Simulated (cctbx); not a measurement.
## Cr6IrPb4: as given, inverted or twinned?

Space group P-6m2 (no. 187), a = 7.6660 Å, b = 7.6660 Å, c = 4.1090 Å, α = 90.00°, β = 90.00°, γ = 120.00°.

| atom | mult. | x | y | z | Ueq (Å²) |
| --- | --- | --- | --- | --- | --- |
| Pb1 | 3 | 0.6122 | 0.8061 | 1/2 | 0.0108 |
| Pb2 | 1 | 2/3 | 1/3 | 0 | 0.0131 |
| Ir1 | 1 | 0 | 0 | 0 | 0.0071 |
| Cr1 | 3 | 0.4020 | 0.2010 | 1/2 | 0.0189 |
| Cr2 | 3 | 0.0710 | 0.5355 | 0 | 0.0206 |

The model is made up (kin elements in a known structure type, no relaxation), so it says nothing on whether the phase exists.

Data sets are simulated with cctbx and refined with Bijvoet mates kept apart; Flack x is then fitted as the share of an inverted twin with the atoms fixed, Hooft y from the Bijvoet differences. The group is acentric but holds improper operations, so there is an absolute structure (orientation) and no hand.

Untwinned crystal. What Flack and Hooft values should come out?

```
  λ (Å)  extinction (unmodelled)  d min (Å)  top counts  error (%)     model      R1  Flack x   s.u.  Hooft y   s.u.  pairs
0.71073                        0       0.77       20000        1.5  as given  0.0054    0.030  0.013   -0.002  0.011    100
0.71073                        0       0.77       20000        1.5  inverted  0.0359    0.974  0.016    1.012  0.011    100
1.54184                        0       0.83       40000          2  as given  0.0049    0.012  0.019    0.023  0.023     81
```

With Mo Kα, x is within 3 s.u. of 0, so the absolute structure is right. With Cu Kα, x is within 3 s.u. of 0, so the absolute structure is right. Inverting the model turns x into about 1 − x.

A further crystal gives:

| λ (Å) | extinction (unmodelled) | d min (Å) | top counts | error (%) | model | R1 | Flack x | s.u. | Hooft y | s.u. | pairs |
| --- | --- | --- | --- | --- | --- | --- | --- | --- | --- | --- | --- |
| 0.4959 | 0 | 0.6 | 20000 | 2 | as given | 0.0073 | 0.14 | 0.02 | 0.152 | 0.018 | 200 |

**Question.** What is it?

It was simulated as an inversion twin with a fraction 0.15 of the inverted domain. Flack x is over 3 s.u. from both 0 and 1 and reads that fraction.

[Logs are printed without paths, hosts, clocks, repeated set-up lines and the standing remarks that a program may print on its own settings, such as how far it seeks lower states.]
